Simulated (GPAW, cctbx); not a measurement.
## Rb3SrAlTe4: deformation density and structure factors from DFT

Question: by how much does bonding change the X-ray structure factors of Rb3SrAlTe4, and what does a routine refinement make of it?

The cell comes from substitution in a known structure type and wasn't matched to any measured phase. All numbers below are calculated.

## Step 1: Relax the structure

The density hangs on the geometry, so cell and atoms are relaxed first, with the symmetry held. The cutoff is set higher than for the density because stress converges slowly with plane waves.

Settings: GPAW 26.7.0, PBE, 570 eV, 3×3×3 k-points, Fermi–Dirac width 0.1 eV, BFGS to 0.03 eV/Å.

```text
cell
1.0
     6.893000000    0.000000000    0.000000000
     0.000000000    6.893000000    0.000000000
     0.000000000    0.000000000    6.893000000
Te Sr Rb Al
4 1 3 1
Direct
0.774900000 0.225100000 0.774900000
0.225100000 0.774900000 0.774900000
0.774900000 0.774900000 0.225100000
0.225100000 0.225100000 0.225100000
0.500000000 0.500000000 0.500000000
0.500000000 0.000000000 0.000000000
0.000000000 0.000000000 0.500000000
0.000000000 0.500000000 0.000000000
0.000000000 0.000000000 0.000000000
```

```console
$ OMP_NUM_THREADS=1 mpirun -n 4 gpaw python run.py > gpaw.log
```

```text
BFGS:    0      -21.551771        2.901404
BFGS:    1      -21.975675        2.706239
BFGS:    2      -23.209567        2.081495
BFGS:    3      -24.074284        1.559371
...
BFGS:   15      -25.975903        0.073837
BFGS:   16      -25.978230        0.048856
BFGS:   17      -25.979900        0.012485
cell  8.0003 8.0003 8.0003  90.00 90.00 90.00
volume 512.052 A^3, largest force 0.005 eV/A, largest stress 0.04 GPa
```

The cell moved far, while the k-mesh and basis were chosen for the start, so the final shape may be somewhat biased.

After 17 steps the volume has changed by +56.3 % and the energy by -4.428 eV; the largest stress left is 0.04 GPa. It took 3.3 min on 4 cores of INTEL(R) XEON(R) PLATINUM 8581C CPU @ 2.30GHz (Emerald Rapids) (shared host), peak memory 2.1 GiB.

Relaxed structure: P-43m (no. 215), a = 8.0003 Å, b = 8.0003 Å, c = 8.0003 Å, α = 90.00°, β = 90.00°, γ = 90.00°.

| atom | mult. | x | y | z |
| --- | --- | --- | --- | --- |
| Te1 | 4 | 0.7950 | 0.2050 | 0.7950 |
| Sr1 | 1 | 1/2 | 1/2 | 1/2 |
| Rb1 | 3 | 1/2 | 0 | 0 |
| Al1 | 1 | 0 | 0 | 0 |

## Step 2: Density and charge transfer

X-rays see the whole electron density, so the PAW density is rebuilt with its core regions. Subtracting spherical free atoms from the same code cancels the cores and leaves the deformation density Δρ, the part due to bonding.

Settings: PBE, 450 eV, 3×3×3 k-points, Fermi–Dirac width 0.1 eV; primitive cell of 9 atoms.

```console
$ OMP_NUM_THREADS=1 mpirun -n 4 gpaw python run.py > gpaw.log
```

```text
|iter:   1|       0s |  -28.493789 | -0.52 |       |
|iter:   2|       1s |  -28.010827 | -2.17 | -1.01 |
|iter:   3|       2s |  -25.896786 | -1.48 | -1.06 |
...
|iter:   8|       5s |  -25.924402c| -5.66 | -3.25 |
|iter:   9|       5s |  -25.924401c| -6.62 | -3.71 |
|iter:  10|       6s |  -25.924460c| -7.44c| -4.12c|
```

```text
grid (80, 80, 80)  electrons 370.000  moved by bonding 2.368 e
deformation density beyond 0.5 A of the nuclei: max 0.062, min -0.065 e/A^3
atom        x       y       z   Voronoi charge  moment
Te1    0.7950  0.2050  0.7950     -0.422       0.00
Te2    0.2050  0.7950  0.7950     -0.422       0.00
Te3    0.7950  0.7950  0.2050     -0.422       0.00
Te4    0.2050  0.2050  0.2050     -0.422       0.00
Sr5    0.5000  0.5000  0.5000      0.912       0.00
Rb6    0.5000  0.0000  0.0000      0.181       0.00
Rb7    0.0000  0.0000  0.5000      0.181       0.00
Rb8    0.0000  0.5000  0.0000      0.181       0.00
Al9    0.0000  0.0000  0.0000      0.232       0.00
mean inner potential of superposed free atoms 8.937 V
total magnetic moment 0.000 muB
```

Deformation density in a plane through the shortest contact of the Te atom at the origin, in 0.01 e/Å³ (clipped at ±99); x from -1.6 to 4.4 Å, y from 2.4 down to -2.4 Å:

```text
 -1  -1  -1   0  -1  -1  -1  -1   0   1   2   1  -4   .   .   0
  0   0   0   0   0   0   0  -1   0   0   2   1  -3  -5  -4   1
  0   1   1   2   3   2   1   0   0   0   2   4   4   2   1   2
  1   1   2   4   4   3   2   1   0  -1   0   3   6   5   3   2
  1   1   2   3   2   1   1   3   2  -2  -4  -2   0   1   1   0
  1   0  -1  -2   .  -3  -2   4   4  -2  -3   .  -3  -5  -3  -1
  1   0  -2   .   .   .  -4   5   5  -1   .   .   .  -6  -4  -2
  1   0  -1  -2   .  -3  -2   4   4  -2  -4   .  -3  -5  -3  -1
  1   1   1   2   2   1   1   3   1  -3  -6  -6  -4  -3  -1  -1
  1   1   2   3   3   3   2   1   0  -2  -4  -3  -2  -1   0   0
  0   1   1   2   2   2   1   0   0  -1  -2  -1  -1   0   0  -1
  0   0   0   1   1   0   0   0  -1  -1  -1  -1   0   0  -1  -1
  0   0   0   0   0   0   0   0  -1  -1  -1  -1  -1  -1  -1  -1
```

Atoms in or within 0.15 Å of the plane: Te (0.0, 0.0), Al (2.8, 0.0) Å. Dots mark points within about 0.45 Å of a nucleus; large values next to them are atomic features.

Te gains most (-0.42 e) and Sr loses most (+0.91 e); Te is the most electronegative element, but the order of the others doesn't follow electronegativity. Such charges fall far short of formal ones, since overlapping free atoms already put density on their neighbours. Along the shortest contact from the Te atom at the map's origin, Te–Al at 2.84 Å, Δρ is +0.06 e/Å³ at the midpoint: a modest build-up. At the midpoints of other shortest contacts it is +0.02 (Te–Rb, 3.31 Å) e/Å³. Point values carry grid noise of about 0.01 e/Å³. The run needed 10 iterations, 15 s.

## Step 3: Structure factors

The Fourier components of Δρ, added to those of the free atoms, give the static X-ray structure factors; the Mott–Bethe relation turns them into the Fourier components V of the potential that fast electrons feel.

```text
static structure factors of the conventional cell: F in electrons, V (Mott-Bethe) in volts
   h  k  l      d  |F| table  |F| free   |F| DFT   change   |V| free  |V| DFT  change %
   0  1  0  8.0003    67.500    67.502    68.222    0.720     1.420    1.007    -29.1
   0  1  1  5.6571    27.337    27.391    27.021   -0.370     0.794    0.900     13.4
   1  1  1  4.6190   206.839   206.974   207.965    0.991     3.702    3.520     -4.9
   0  2  0  4.0001    14.865    14.823    15.431    0.608     0.164    0.251     53.0
   0  2  1  3.5778    33.069    33.100    33.376    0.275     0.443    0.412     -7.1
   1  2  1  3.2661    88.189    88.246    88.358    0.112     1.390    1.380     -0.7
   0  2  2  2.8285   254.824   254.928   254.858   -0.069     3.971    3.976      0.1
   1  2  2  2.6668    63.135    63.192    63.078   -0.115     0.961    0.969      0.8
   0  3  0  2.6668   118.379   118.440   118.399   -0.041     1.622    1.625      0.2
   0  3  1  2.5299    25.087    25.123    25.026   -0.098     0.249    0.254      2.3
   1  3  1  2.4122   154.521   154.567   154.447   -0.120     2.111    2.117      0.3
   2  2  2  2.3095    36.132    36.102    36.301    0.198     0.605    0.593     -2.0
   0  3  2  2.2189   109.654   109.739   109.486   -0.253     1.496    1.507      0.7
   1  3  2  2.1382    65.596    65.615    65.489   -0.126     0.880    0.885      0.6
```

The largest X-ray change is +0.99 e on 111, 0.5 % of |F|. For electrons V goes as (Z − F)/g², so a change of F counts against Z − F, which is small at low angle and wherever the atoms' terms cancel: |V| of 020 moves by +53.0 % (0.16 to 0.25 V) against +4.1 % in |F|. The tabulated Hartree–Fock atoms differ from the free DFT atoms by up to 0.13 e, so the choice of reference atom matters too.

## Step 4: What a spherical-atom refinement makes of it

Routine crystallography fits spherical atoms. To see the bias, intensities are simulated from tabulated atoms plus the DFT change ΔF, so that bonding alone can misfit (17076 reflections of the full sphere, merged to the counts below, to 0.5 Å, 1 % proportional noise plus counting noise, assumed isotropic U as listed, Δρ smeared by the mean U) and refined with cctbx over different ranges.

| range | data | R1 | GooF | U Te1 (true 0.0041) | U Sr1 (true 0.0046) | U Rb1 (true 0.0046) | U Al1 (true 0.0065) | largest shift (Å) | Δρ max, min (e/Å³) |
| --- | --- | --- | --- | --- | --- | --- | --- | --- | --- |
| all data | 863 | 0.0027 | 0.98 | 0.0041 | 0.0046 | 0.0046 | 0.0065 | 0.0000 | 0.11, -0.16 |
| low resolution, d > 0.84 | 210 | 0.0022 | 1.02 | 0.0041 | 0.0046 | 0.0046 | 0.0062 | 0.0000 | 0.07, -0.11 |
| high order, d < 0.75 | 584 | 0.0031 | 0.96 | 0.0041 | 0.0046 | 0.0046 | 0.0065 | 0.0000 | 0.08, -0.10 |
| occupancies free, d > 0.7 | 338 | 0.0023 | 1.01 | 0.0041 | 0.0046 | 0.0046 | 0.0066 | 0.0000 | 0.07, -0.11 |

With all data GooF is 0.98, so at this noise the bonding hardly shows; the top residual peak, near noise level, lies 1.48 Å from Te and 2.20 Å from Al. No U is off by more than 3 s.u. at low resolution. With Te1 held at 1 and the scale free, the other occupancies refine to Sr1 1.000(0.001), Rb1 1.000(0.001) and Al1 1.003(0.004), within three s.u. of full.

## Step 5: Answer

Bonding moves 2.37 e in the primitive cell of Rb3SrAlTe4 and changes the structure factors of the conventional cell in the table above by at most 0.99 e (111, 0.5 %), and among reflections above 2 % of the strongest by up to 4.1 % (020). The shortest bond, Te–Al, has Δρ = +0.06 e/Å³ at its midpoint. With all data GooF is 0.98, so at this noise the bonding hardly shows. Limits: static density, frozen cores, no spin–orbit coupling.

[Outputs are excerpts: Python notices, other lines and further rows are left out; steps that failed or that the build refused (PBEsol, TPSS) are not shown.]

[Logs are printed without paths, hosts, clocks, repeated set-up lines and the standing remarks that a program may print on its own settings, such as how far it seeks lower states.]
